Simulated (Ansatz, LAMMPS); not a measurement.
# Amorphous 71ZrO2-29SiO2 (mol %) (84 atoms): relaxation and levels of theory

Which bonds does the relaxation leave, and how do the Kohn-Sham gap, forces and pressure change with k-mesh and functional?

Calculated with Ansatz 0.2.0: Kohn-Sham DFT, PBE, PAW (set soft_2), plane waves; cutoff 420 eV, Γ point, fermi-dirac smearing of 0.025 eV.

**The cell**

Density at the start: 4.25 g/cm³. The cell holds 84 atoms: 20 Zr, 8 Si and 56 O. Its edges and angles: a = 10.476 Å, b = 10.476 Å, c = 10.476 Å, α = 90.0°, β = 90.0°, γ = 90.0°. 84 atoms (20 Zr, 8 Si, 56 O) placed at random at 4.25 g/cm³, melted at 5000 K for 10 ps at fixed volume with the Morse and Coulomb pair potential with partial charges (Pedone, Malavasi, Menziani, Cormack and Segre, J. Phys. Chem. B 110, 11780 (2006)). Quenched from 5000 K to 300 K at 50 K/ps and fixed volume, held 5 ps, then minimised at fixed cell.

Cell and atoms were relaxed with PBE. The walk converged after 13 steps by the program's count, with a largest force component of 0.00988 eV/Å; it began at an r.m.s. force component of 0.79 eV/Å. The edges went from 10.476, 10.476, 10.476 to 10.598, 10.289, 10.214 Å, and the volume from 13.688 to 13.246 Å³ an atom (-3.2 %).

The input of the reference single point:

```yaml
crystal:
  lattice:
    - [10.5961, 0.17211, 0.00967]
    - [0.17211, 10.28706, 0.14063]
    - [0.00967, 0.14063, 10.21264]
  atoms:
    - { symbol: Zr, position: [0.1718, 0.48563, 0.32678] }
    - { symbol: Zr, position: [0.39601, 0.55928, 0.84588] }
    - { symbol: Zr, position: [0.08633, 0.84181, 0.26776] }
    - { symbol: Zr, position: [0.87797, 0.6175, 0.05705] }
    [... 78 atom lines left out ...]
    - { symbol: O, position: [0.97407, 0.20309, 0.10501] }
    - { symbol: O, position: [0.84854, 0.24627, 0.33589] }
kpoints:
  mp_grid: { grid: [1, 1, 1] }
hamiltonian:
  xc: pbe
scf:
  occupations: { method: fermi_dirac, width: 0.025 }
output:
  forces: true
  stress: true
  populations: true
  dos:
    method: { smearing: { sigma: 0.08 } }
    de: 0.05
    projected: { site_lists: { O: [O], Si: [Si], Zr: [Zr] } }
  eigenvalues: true
  write_density: true
  write_potential: true
  volumetric_format: npy
```

**Bonds after relaxation**

Bonds by pair of elements; cutoffs follow the first minimum of g(r), held within bounds set by covalent radii, and pairs that aren't listed don't count as bonded:

```csv
pair A-B,cutoff (Å),bonds,mean length (Å),spread (Å),shortest (Å),B about A,A about B
O-Zr,2.82,125,2.16,0.148,1.91,2.23,6.25
O-Si,2.12,32,1.65,0.032,1.58,0.571,4
```

How many atoms have how many bonded neighbours:

```csv
element,mean,2,3,4,5,6,7
O,2.80,15,37,4,0,0,0
Si,4,0,0,8,0,0,0
Zr,6.25,0,0,0,2,11,7
```

**Levels of theory**

Single points at the relaxed geometry:

```
functional  k-mesh  Kohn-Sham gap (eV)  pressure (GPa)  r.m.s. force component (eV/Å)  SCF cycles     time
       PBE   1×1×1               3.360           -0.01                          0.003          10     22 s
       PBE   2×2×2               3.346           -0.01                          0.013          10  3.4 min
     HSE06   1×1×1               4.927           -5.31                          0.166          21  6.5 min
    r2SCAN   1×1×1               3.809           -3.83                          0.133          10     48 s
    PBEsol   1×1×1               3.313           -4.71                          0.065          11     22 s
```

The gap is that between the highest filled and lowest empty Kohn-Sham level on the run's k-points. Cutoffs: 420 eV for PBE, HSE06 and PBEsol; 500 eV for r2SCAN. Times come from shared hosts and are rough.

**Findings**

By these cutoffs 66 % of O atoms have 3, 100 % of Si atoms have 4 and 55 % of Zr atoms have 6 neighbours. The Kohn-Sham gap is 3.36 eV with PBE on the 1×1×1 mesh and 3.35 eV on 2×2×2. On the 1×1×1 mesh HSE06 changes the gap by +1.57 eV against PBE. Carrying that shift over to the 2×2×2 mesh gives 3.35 + 1.57 = 4.91 eV, an estimate that takes the shift to be alike at all k-points. On the reference's mesh the gap changes with r2SCAN by +0.45 eV and PBEsol by -0.05 eV. Against the reference the pressure changes with HSE06 by -5.3 GPa, r2SCAN by -3.8 GPa and PBEsol by -4.7 GPa; a negative change means a smaller volume than PBE would take. The denser mesh moves the energy by -1.0 meV/atom and the pressure by -0.00 GPa.

Limits: All single points share the geometry relaxed with PBE. The volume changed by -3.2 % on relaxing; in so small a cell, on this mesh and at this cutoff, the relaxed density is rough. One sample; tail or defect levels can set the gap of a disordered cell. The quench rate of 50 K/ps is many orders above laboratory rates, so the cell is likely richer in defects and strain than a real sample. The network of bonds at the start is that of the classical potential that made the cell, and needn't be the one that DFT or experiment would give. In some runs the program notes that it cut back its work space to fit the memory limit, the exchange threshold is loose for the stress and the SCF threshold is loose for the stress.

[Logs are printed without paths, hosts, clocks, repeated set-up lines and the standing remarks that a program may print on its own settings, such as how far it seeks lower states.]

[Hosts, paths, dates, database ids (printed as entryN), source tags and the programs' standing remarks are cut or masked in the printed files.]
